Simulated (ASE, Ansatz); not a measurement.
## Localised basis functions on twisted silicene bilayer, 9.43° (148 atoms)

Wanted: errors and times of a linear-scaling basis for twisted silicene bilayer, 9.43° (148 atoms). A setting counts as converged where the r.m.s. difference of forces stays under 1 % of the r.m.s. force.

Calculated with Ansatz 0.2.0; Kohn-Sham DFT, PBE+D3(BJ), PAW (set soft_2), plane waves.

## (1) The starting structure

The cell holds 148 atoms: 148 Si. Cell: a = 23.480 Å, b = 23.479 Å, c = 20.140 Å, α = 90.0°, β = 90.0°, γ = 120.0°. It derives from Si (silicene). Silicene (a = 3.86 Å) under silicene (a = 3.86 Å), bilayer, commensurate cell of 37 unit cells a layer, twist 9.43 deg; facing planes 3.26 Å apart; 16 Å of vacuum; layers as built, displaced by a Gaussian of 0.01 Å. Regions: layer 1, 74 atoms (74 Si); layer 2, 74 atoms (74 Si). Vacuum lies along c.

Limits known from the start: Beside vacuum, support functions can miss their usual error bounds without a warning. The Brillouin zone is sampled at Γ only, in a cell whose shortest periodic width is 20 Å.

## (2) Plane-wave single point

This run is the reference for what follows, at a cutoff of 420 eV.

Contents of input.yaml:

```yaml
crystal:
  lattice:
    - [23.4795, 0.0, 0.0]
    - [-11.73975, 20.33384, 0.0]
    - [0.0, 0.0, 20.14]
  atoms:
    - { symbol: Si, position: [0.11676, 0.82847, 0.41904] }
    - { symbol: Si, position: [0.12651, 0.7389, 0.39677] }
    - { symbol: Si, position: [0.19837, 0.01838, 0.41971] }
    - { symbol: Si, position: [0.20812, 0.92841, 0.39734] }
    - { symbol: Si, position: [0.14452, 0.5589, 0.41888] }
    - { symbol: Si, position: [0.15248, 0.46821, 0.3974] }
    - { symbol: Si, position: [0.2249, 0.74664, 0.41871] }
    - { symbol: Si, position: [0.23412, 0.65717, 0.39728] }
    - { symbol: Si, position: [0.30586, 0.93602, 0.41942] }
    - { symbol: Si, position: [0.31457, 0.84674, 0.39762] }
    - { symbol: Si, position: [0.08917, 0.09884, 0.41943] }
    - { symbol: Si, position: [0.09949, 0.00867, 0.39709] }
    - { symbol: Si, position: [0.17146, 0.2889, 0.41951] }
    - { symbol: Si, position: [0.1799, 0.1984, 0.397] }
    - { symbol: Si, position: [0.25157, 0.47718, 0.41892] }
    - { symbol: Si, position: [0.26145, 0.38781, 0.39729] }
    - { symbol: Si, position: [0.33243, 0.66622, 0.41887] }
    - { symbol: Si, position: [0.34312, 0.57684, 0.39666] }
    - { symbol: Si, position: [0.41426, 0.85555, 0.42012] }
    - { symbol: Si, position: [0.42277, 0.7652, 0.39769] }
    - { symbol: Si, position: [0.49608, 0.04519, 0.41975] }
    - { symbol: Si, position: [0.50499, 0.95508, 0.39763] }
    - { symbol: Si, position: [0.27872, 0.20692, 0.41939] }
    - { symbol: Si, position: [0.288, 0.1168, 0.39753] }
    - { symbol: Si, position: [0.36073, 0.39681, 0.41936] }
    - { symbol: Si, position: [0.36931, 0.30624, 0.39703] }
    - { symbol: Si, position: [0.44151, 0.58614, 0.41946] }
    - { symbol: Si, position: [0.45032, 0.4949, 0.39757] }
    - { symbol: Si, position: [0.52221, 0.77405, 0.41908] }
    - { symbol: Si, position: [0.53111, 0.68414, 0.39837] }
    - { symbol: Si, position: [0.60456, 0.96438, 0.41918] }
    - { symbol: Si, position: [0.61297, 0.87442, 0.39644] }
    [... 110 atom lines left out ...]
    - { symbol: Si, position: [0.93657, 0.30632, 0.60283] }
    - { symbol: Si, position: [0.92834, 0.20749, 0.5809] }
    - { symbol: Si, position: [0.04425, 0.49538, 0.60296] }
    - { symbol: Si, position: [0.03668, 0.39603, 0.58125] }
    - { symbol: Si, position: [0.01799, 0.19858, 0.60233] }
    - { symbol: Si, position: [0.00904, 0.09867, 0.58112] }
kpoints:
  mp_grid: { grid: [1, 1, 1] }
hamiltonian:
  xc: pbe
  dispersion: d3bj
scf:
  occupations: { method: fermi_dirac, width: 0.025 }
output:
  forces: true
  populations: true
  dos:
    method: { smearing: { sigma: 0.15 } }
    de: 0.1
    projected:
      site_lists:
        Si: [Si]
        layer_1: [0, 1, 2, 3, 4, 5, 6, 7, 8, 9, 10, 11, 12, 13, 14, 15, 16, 17, 18, 19, 20, 21, 22, 23, 24, 25, 26, 27, 28, 29, 30, 31, 32, 33, 34, 35, 36, 37, 38, 39, 40, 41, 42, 43, 44, 45, 46, 47, 48, 49, 50, 51, 52, 53, 54, 55, 56, 57, 58, 59, 60, 61, 62, 63, 64, 65, 66, 67, 68, 69, 70, 71, 72, 73]
        layer_2: [74, 75, 76, 77, 78, 79, 80, 81, 82, 83, 84, 85, 86, 87, 88, 89, 90, 91, 92, 93, 94, 95, 96, 97, 98, 99, 100, 101, 102, 103, 104, 105, 106, 107, 108, 109, 110, 111, 112, 113, 114, 115, 116, 117, 118, 119, 120, 121, 122, 123, 124, 125, 126, 127, 128, 129, 130, 131, 132, 133, 134, 135, 136, 137, 138, 139, 140, 141, 142, 143, 144, 145, 146, 147]
  eigenvalues: true
```

Command:

```sh
ansatz run input.yaml --threads 32 --pin off --max-ram 92160MiB --backend cuda --events-out ev --progress --plain --runs-dir out --max-vram 78GiB
```

Numbers of over 12 decimals in the logs are rounded to 6 here.

The log of the run:

```text
Engine: ansatz 0.2.0, aarch64-unknown-linux-gnu
Pseudopotentials: kind: paw
Pseudopotential: Si, paw, valence charge 4, recommended cutoff 420 eV (normal), Si.paw.azcp
[... 5 lines on functional and potentials left out ...]
device memory: the entry about to start is reckoned to put 16.2 GiB on a device that reports 176.5 GiB free (of which the cap on the GPU budget leaves the run 78.0 GiB)
GPU FFT provider: cuFFT
GPU libraries: cuBLAS 13.8.1, cuFFT 12.4.0, cuSOLVER 12.3.2
GPU matrix products: emulated (plane waves: as basis.precision tells), large ones in fixed point in workspaces of 1.00 GiB
Crystal: 148 atoms, lattice volume = 9615.408 Å³
Basis set: ecut = 420 eV, 187999 PW (Γ), exchange–correlation on 320×320×270 points (8 copies of the dense FFT grid, shifted against one another)
Bands: 444, of which v1, the nominal top of the filled ones, is band 296 counted from 1 (295 counted from 0)
Symmetry: 1 space group operations
Space group: P1 (ITA 1), of the structure as read, at distance tolerance 2.1e-4 Å
k-points: 1
[... 3 lines on functional and potentials left out ...]
Initial density: superposition of atomic densities (neutral atoms: chi_scale 0, normalization atom), corrected by the library's trained network
Initial wavefunctions: pseudopotential atomic-orbital guess
GPU buffer pool allocated for 3456000 grid points (all kernels)
GPU transforms: local potential and band sums: pruned to the plane-wave sphere, on 160×160×135
Functional: x = pbe(κ = 0.804, μ = 0.219515), c = pbe(β = 0.066725)
SCF iter   1: F=—  HF=-94045.947144 eV  |F-HF|=—  |Δ(HF+E_count)|=         —  Δρ=1.87e-3  dr2=2.47e0  ethr=1.77e-3  ⟨swp⟩=7.0  Hψ=2304  notcnv=0  defer=106
preconditioner: auto → LDOS  [insulator: Δε(μ)=0.078 eV  Ē_g=7.047 eV  σ=0.025 eV  W_gap=0.63  n_scr=826 (ndim 8)  ℏωp=9.2 eV  f_vac=0.572  D(μ)=41.16/eV (n_scr^D=130)  ε∞_Penn≈2.7  β→1.0]
SCF iter   2: F=—  HF=-94045.938062 eV  |F-HF|=—  |Δ(HF+E_count)|=   9.08e-3  Δρ=8.69e-4  dr2=5.17e-1  ethr=4.18e-4  ⟨swp⟩=3.0  Hψ=823  notcnv=0  defer=127
SCF iter   3: F=—  HF=-94045.881347 eV  |F-HF|=—  |Δ(HF+E_count)|=   5.67e-2  Δρ=2.77e-4  dr2=5.22e-2  ethr=8.74e-5  ⟨swp⟩=4.0  Hψ=763  notcnv=0  defer=127
SCF iter   4: F=—  HF=-94045.876059 eV  |F-HF|=—  |Δ(HF+E_count)|=   5.29e-3  Δρ=8.10e-5  dr2=1.87e-3  ethr=8.81e-6  ⟨swp⟩=2.0  Hψ=538  notcnv=0  defer=127
SCF iter   5: F=—  HF=-94045.882424 eV  |F-HF|=—  |Δ(HF+E_count)|=   6.37e-3  Δρ=3.02e-5  dr2=4.07e-4  ethr=3.16e-7  ⟨swp⟩=2.0  Hψ=614  notcnv=0  defer=127
SCF iter   6: F=—  HF=-94045.882442 eV  |F-HF|=—  |Δ(HF+E_count)|=   1.73e-5  Δρ=1.05e-5  dr2=4.22e-5  ethr=6.87e-8  ⟨swp⟩=2.0  Hψ=540  notcnv=0  defer=127
SCF iter   7: F=—  HF=-94045.879665 eV  |F-HF|=—  |Δ(HF+E_count)|=   2.78e-3  Δρ=4.15e-6  dr2=7.68e-6  ethr=7.13e-9  ⟨swp⟩=3.0  Hψ=889  notcnv=0  defer=127
SCF iter   8: F=—  HF=-94045.879666 eV  |F-HF|=—  |Δ(HF+E_count)|=   7.00e-7  Δρ=1.54e-6  dr2=1.29e-6  ethr=1.30e-9  ⟨swp⟩=2.0  Hψ=460  notcnv=0  defer=127
SCF iter   9: F=—  HF=-94045.879666 eV  |F-HF|=—  |Δ(HF+E_count)|=   5.92e-7  Δρ=5.97e-7  dr2=1.68e-7  ethr=2.18e-10  ⟨swp⟩=3.0  Hψ=601  notcnv=0  defer=127
SCF iter  10: F=-94045.879666 eV  HF=-94045.879666 eV  |F-HF|=1.11e-8  |Δ(HF+E_count)|=   7.80e-8  Δρ=2.71e-7  dr2=4.01e-8  ethr=1.69e-11  ⟨swp⟩=24.0  Hψ=3635  notcnv=0
SCF 1 converged in 10 iterations: F = -94045.879666 eV  dr2 = 4.01e-8
  greatest PAW one-centre occupation: 0.651 electrons in one spin orbital (limit 2), on the Si atom at site 52 (counted from 0), in its partial waves of l = 0
SCF converged after 10 iterations
Free energy (F): -94045.879666 eV
Harris-Foulkes:  -94045.879666 eV  (|F-HF|=1.11e-8)
Internal energy: -94045.749479 eV  (E = F + TS)
E sigma→0 (E₀):  -94045.814573 eV
Entropy (-TS):   -0.130188 eV (-0.880 meV/atom)
Fermi energy:    -1.245651 eV
--- Per-component energies (eV) ---
  E_band       = -3693.367371
  E_kinetic    = 5784.772223
  E_local      = -104061.798283  (includes V_loc(G=0)·N_el)
  E_nonlocal   = 3872.265514
  E_hartree    = 48907.825683
  E_xc         = -8050.307097
  E_vxc        = -6753.209927  (∫ρ·V_xc dr)
  E_paw        = -75876.759591  (= ΣΔE_a)
  E_vpaw       = -351.047673  (= ΣTr[D̂ρ^β])
  E_aug_tail   = 0.000946  (compensation charges beyond the density's cutoff)
  E_ewald      = 35418.495351
  E_disp       = -40.244225  (pairwise vdW)
  E_smearing   = -0.130188  (= −TS)
  E_closure    = 0.000000  (closes the sum)
  Σ components = -94045.879666   (vs F -94045.879666, Δ=0.00e0)
--- Forces (eV/Å), atoms counted from 1 ---
[... 148 lines of forces left out ...]
  max |Σ_I F_I| component: 1.84e-5 eV/Å
--- Band table (eV) ---
[... left out ...]
--- Löwdin populations: 148 sites ---
  site symbol       q [e]
[... 148 lines, one an atom, left out ...]
  spilling = 0.012267 (of n_electrons = 592.000000)
```

It took 3.8 s on 1 × NVIDIA GB200 with 32 threads of Arm Neoverse V2, shared host; peak memory 2.2 GiB.

Reading the cycles: dr2 is the Hartree energy of the density residual (eV), the measure of convergence; HF is the Harris–Foulkes estimate of the energy, which meets the free energy F at convergence.

That memory is the host's; the program planned up to 16.2 GiB on the GPU. Forces of this run were stored rounded, and per-atom blocks of the log weren't kept.

Numbers from this run:

```yaml
free_energy: -94045.8797 eV
free_energy_per_atom: -635.4451 eV/atom
scf_cycles: 10
r_m_s_force_component: 0.2384 eV/Å
longest_force: 0.8083 eV/Å
fermi_energy: -1.246 eV
levels_partly_filled_by_over_2_per_cent: 7
spilling_of_the_projection: 0.01227
```

Length of the force by element:

```tsv
element	coordination	atoms	mean length of the force (eV/Å)	spread	least	most
Si	all	148	0.384	0.152	0.0776	0.808
```

The mean of these charges, 0.049 e, is only the charge that the projection spills.

Löwdin charges by element (they lack the spilled electrons, 0.049 e an atom on average):

```tsv
element	coordination	atoms	mean charge (e)	spread	least	most
Si	all	148	0.0491	0.0147	0.0168	0.0873
```

By region:

```tsv
region	atoms	mean length of the force (eV/Å)
layer 1	74	0.361
layer 2	74	0.407
```

Density of states as counts of states in windows of 0.5 eV (from the Fermi level), total and some projections:

```tsv
from (eV)	to (eV)	total	Si p	layer 1	layer 2	Si s
-10	-9.5	21.1	5.3	10.6	10.3	15.6
-9.5	-9	31.1	9.5	15.2	15.6	21.3
-9	-8.5	30.6	9.7	15.3	15.1	20.7
-8.5	-8	10.2	3.4	5.2	5.0	6.7
-8	-7.5	0.2	0.1	0.1	0.1	0.1
-7.5	-7	27.9	13.3	13.6	13.9	14.2
-7	-6.5	42.9	22.7	21.3	21.1	19.7
-6.5	-6	1.1	0.6	0.5	0.5	0.5
-6	-5.5	6.1	3.3	2.9	3.1	2.7
-5.5	-5	25.4	14.2	12.5	12.6	10.9
-5	-4.5	16.7	9.9	8.4	8.2	6.6
-4.5	-4	23.7	22.6	11.6	11.7	0.7
-4	-3.5	18.9	16.3	9.2	9.4	2.3
-3.5	-3	57.8	51.9	28.4	28.6	5.1
-3	-2.5	56.8	52.8	28.2	27.8	3.3
-2.5	-2	34.7	33.6	17.0	17.2	0.6
-2	-1.5	54.0	52.0	26.7	26.6	1.3
-1.5	-1	35.7	34.0	17.6	17.6	1.2
-1	-0.5	19.8	18.4	9.8	9.8	1.2
-0.5	0	18.8	17.4	9.3	9.2	1.1
0	0.5	24.4	22.2	11.7	11.7	1.3
0.5	1	16.4	14.3	7.7	7.7	1.2
1	1.5	44.0	28.5	19.7	19.9	11.0
1.5	2	57.6	39.4	26.1	25.9	12.6
```

Between -12 and -10 eV lie 55 more states.

Not all projections were asked for or kept, so they needn't add up to the total.

The levels nearest the highest filled one (over half full), pooled over k-points and spins:

```tsv
level less the highest filled one (eV)	occupation
-0.0553	1.97
-0.0443	1.95
-0.0255	1.89
-0.0151	1.84
-0.0015	1.74
0	1.73
0.0646	0.649
0.111	0.138
0.145	0.037
0.156	0.024
0.165	0.017
0.170	0.014
```

Löwdin charges run from +0.02 to +0.09 e, about a mean that is the spilled charge alone. Within 0.4 eV of the Fermi level the largest share is Si p (95 % of the projected weight).

## (3) Structure statistics

These statistics describe the geometry on which the runs were made.

Normalised to the volume that the atoms fill. Pair distribution function in bins of 0.1 Å:

```tsv
r (Å)	total
2.15	0.00
2.25	8.89
2.35	0.32
2.45	0.00
2.55	0.00
2.65	0.00
2.75	0.00
2.85	0.00
2.95	0.00
3.05	0.00
3.15	0.00
3.25	0.02
3.35	0.12
3.45	0.14
3.55	0.07
3.65	0.21
3.75	0.26
3.85	6.57
3.95	0.47
4.05	0.17
4.15	0.37
4.25	0.34
4.35	0.41
4.45	2.42
4.55	0.60
4.65	0.34
4.75	0.33
4.85	0.33
4.95	0.24
5.05	0.39
5.15	0.28
5.25	0.32
5.35	0.26
5.45	0.24
5.55	0.26
5.65	0.40
5.75	0.21
5.85	0.74
5.95	2.42
6.05	0.41
6.15	0.25
6.25	0.05
6.35	0.33
6.45	0.25
```

Bonds by pair of elements; cutoffs follow the first minimum of g(r), held within bounds set by covalent radii, and pairs that aren't listed don't count as bonded:

```tsv
pair A-B	cutoff (Å)	bonds	mean length (Å)	spread (Å)	shortest (Å)	B about A	A about B
Si-Si	2.68	222	2.27	0.015	2.23	3	3
```

How many atoms have how many bonded neighbours:

```tsv
element	mean	3
Si	3	148
```

Bond angles (no mean is given where the spread exceeds 20°):

```tsv
angle	count	mean (°)	spread (°)
Si-Si-Si	444	116	0.6
```

The first peak of g(r) lies near 2.27 Å. Counting bonds as in the table, all Si atoms have 3 bonded neighbours. The Si-Si-Si angle averages 116° with a spread of 0.6°.

Local excerpt of 13 atoms (numbers count through the whole input) about Si102, which bears the longest force; x, y, z are measured from there.

```tsv
atom	x	y	z	distance (Å)	bonds	Löwdin charge (e)	Fx	Fy	Fz (eV/Å)
Si102	0.00	0.00	0.00	0.00	3	0.05	-0.72	-0.06	-0.35
Si111	2.18	-0.20	0.45	2.24	3	0.05	0.30	0.27	0.19
Si101	-0.97	2.03	0.42	2.29	3	0.06	-0.40	-0.21	0.09
Si99	-1.33	-1.84	0.42	2.31	3	0.05	0.47	0.37	0.15
Si31	-0.97	0.56	-3.27	3.46	3	0.04	-0.21	-0.22	0.40
Si142	3.45	1.65	0.01	3.82	3	0.05	0.00	-0.06	-0.27
Si112	3.14	-2.20	-0.01	3.84	3	0.05	-0.26	0.00	-0.41
Si100	-0.34	-3.83	-0.02	3.85	3	0.05	-0.36	-0.13	-0.53
Si134	0.27	3.85	-0.02	3.86	3	0.03	0.34	0.11	-0.24
Si90	-3.52	-1.66	0.00	3.89	3	0.05	-0.48	0.23	-0.56
Si124	-3.22	2.20	-0.01	3.90	3	0.04	0.30	0.01	-0.32
Si32	0.29	-1.27	-3.73	3.95	3	0.05	0.10	-0.29	-0.08
Si41	2.51	-1.09	-3.25	4.25	3	0.05	-0.06	-0.23	0.33
```

The column of bonds counts only the pairs Si-Si within 2.68 Å; other neighbours, such as metal atoms beside each other in a compound, aren't counted, and periodic images can show an atom twice.

## (4) Support functions medium

With localised support functions most steps grow linearly with size, though the diagonalisation grows faster unless the density matrix is cut; this run measures error and cost at this size. The level medium gives here a grid of 96×96×90 points and a radius of 4.55 Å.

This step: Kohn-Sham DFT, PBE+D3(BJ), PAW (set soft_2), localised support functions (medium) (Ansatz 0.2.0).

input.yaml, the sections that differ from step 2:

```yaml
scf:
  occupations: { method: fermi_dirac, width: 0.025 }
  eigensolver: { kind: { support_functions: { accuracy: medium } } }
  mixing: { beta: 0.4 }
  max_iter: 150
output:
  forces: true
  eigenvalues: true
# crystal, kpoints, hamiltonian: as in step 2
```

The log of the run:

```text
Warning: scf.eigensolver.kind.support_functions: disabling space-group detection — the functions' gradient is summed over unrotated k-points, so no spatial operation reduces the k-mesh or symmetrises the density; time reversal is kept, so that k and −k are solved as one point where they differ and the mesh holds both, and exact exchange and, on two spinor components, a DFT+U term hold to it where the run has them: [...]
settings of this run that can trade accuracy for cost: scf.eigensolver.kind.support_functions [...]
[...]
GPU FFT provider: cuFFT
GPU libraries: cuBLAS 13.8.1, cuFFT 12.4.0, cuSOLVER 12.3.2
[...]
Crystal: 148 atoms, lattice volume = 9615.408 Å³
Basis set: ecut = 420 eV, 187999 PW (Γ), exchange–correlation on 320×320×270 points (8 copies of the dense FFT grid, shifted against one another)
Bands: 356, of which v1, the nominal top of the filled ones, is band 296 counted from 1 (295 counted from 0)
Symmetry: 1 space group operations
k-points: 1
[...]
GPU buffer pool allocated for 3456000 grid points (all kernels)
Eigensolver: Support functions (medium, 96×96×90 points, laid for a spacing of at most 0.257060 Å, radius 4.548917 Å, 289 sites without an atom, 0 species' potentials softened for the grid, 1 wholly corrected for its errors in the mean over positions, 1 with the egg-box correction, energy correction by exact trace)
[...]
SCF iter   1: F=—  HF=-94017.353274 eV  |F-HF|=—  |Δ(HF+E_count)|=         —  Δρ=1.94e-2  dr2=3.81e1  ethr=1.00e-1
[...]
SCF iter  14: F=—  HF=-94045.912315 eV  |F-HF|=—  |Δ(HF+E_count)|=   2.55e-3  Δρ=8.17e-6  dr2=2.24e-5  ethr=1.02e-8  κ⁻¹=1.8e-5(r=7)
SCF iter  15: F=-94045.914950 eV  HF=-94045.914468 eV  |F-HF|=4.83e-4  |Δ(HF+E_count)|=   2.15e-3  Δρ=2.72e-6  dr2=2.17e-6  ethr=3.79e-9
SCF 1 converged in 15 iterations: F = -94045.924277 eV  dr2 = 2.17e-6
[...]
SCF converged after 15 iterations
Stability not checked: this state was not tested for a lower state beside it, because the mixer in use, unlike msr1, does not test its closes by its own steps (another_mixer; see scf.mixing.algorithm and scf.lower_state_search)
Free energy (F): -94045.924277 eV
[...]
Internal energy: -94045.794274 eV  (E = F + TS)
E sigma→0 (E₀):  -94045.859275 eV
Entropy (-TS):   -0.130003 eV (-0.878 meV/atom)
Fermi energy:    -1.245584 eV
[...]
Σ components = -94045.924277   (vs F -94045.924277, Δ=0.00e0)
--- Forces (eV/Å), atoms counted from 1 ---
[... 148 lines of forces left out ...]
  max |Σ_I F_I| component: 1.62e-3 eV/Å
--- Band table (eV) ---
[... left out ...]
```

Run time: 6 s. Hardware: 1 × NVIDIA GB200 with 32 threads; peak memory 2.1 GiB.

That memory is the host's; the program planned up to 7.1 GiB on the GPU.

The program notes that the band table was not solved further than the SCF left it and it switched symmetry off. Further notices: vacuum switching off with vacuum.

Keys that differ from the reference: support_functions.accuracy = "medium", scf.max_iter = 150 and scf.mixing.beta = 0.4.

Forces differ from the reference by 0.11 meV/Å r.m.s., 0.046 % of their size, well within a tolerance of 1 %; the energy by -0.30 meV/atom. The two runs also began from different starting densities, which bears on cycles and time.

## (5) Cost against change

Each row is set against the plane-wave reference (Kohn-Sham DFT, PBE+D3(BJ), PAW (set soft_2), plane waves; r.m.s. force component 0.238 eV/Å). Energies are set beside the reference only for runs with its functional, potentials and electron count. Times are for 1 × NVIDIA GB200 with 32 threads of Arm Neoverse V2, shared host. The reference's time includes the DOS, which some other runs skip.

```tsv
run	Δ force, r.m.s. (meV/Å)	share of r.m.s. force (%)	Δ energy (meV/atom)	cycles	time	host memory (GiB)	planned on the GPU (GiB)
reference	-	-	-	10	3.8 s	2.2	16
support functions medium	0.109	0.0457	-0.301	15	6 s	2.1	7.1
```

## (6) Outcome

| Quantity | Value |
| --- | --- |
| free energy per atom | -635.4451 eV/atom |
| r.m.s. force component | 0.2384 eV/Å |
| wall time of the 2 DFT runs | 9.9 s |

In words: Against plane waves at 420 eV, the forces differ by 0.11 meV/Å (0.046 %) with support functions medium. At 148 atoms the run with support functions medium takes roughly 1.6 times the time of plane waves (whose run also made extra analyses, so the like-for-like ratio is larger), in 15 SCF cycles against 10. Differences between support functions and plane waves include what basis error the plane-wave run still has.

No gap is quoted, since levels at the Fermi energy are partly filled. Counting bonds as in the table, all Si atoms have 3 bonded neighbours.

**Limits.** The geometry was built by rule, was displaced at random and isn't relaxed at this level: its force components are 0.24 eV/Å r.m.s.

[Logs are printed without paths, hosts, clocks, repeated set-up lines and the standing remarks that a program may print on its own settings, such as how far it seeks lower states.]

[Hosts, paths, dates, database ids (printed as entryN), source tags and the programs' standing remarks are cut or masked in the printed files.]
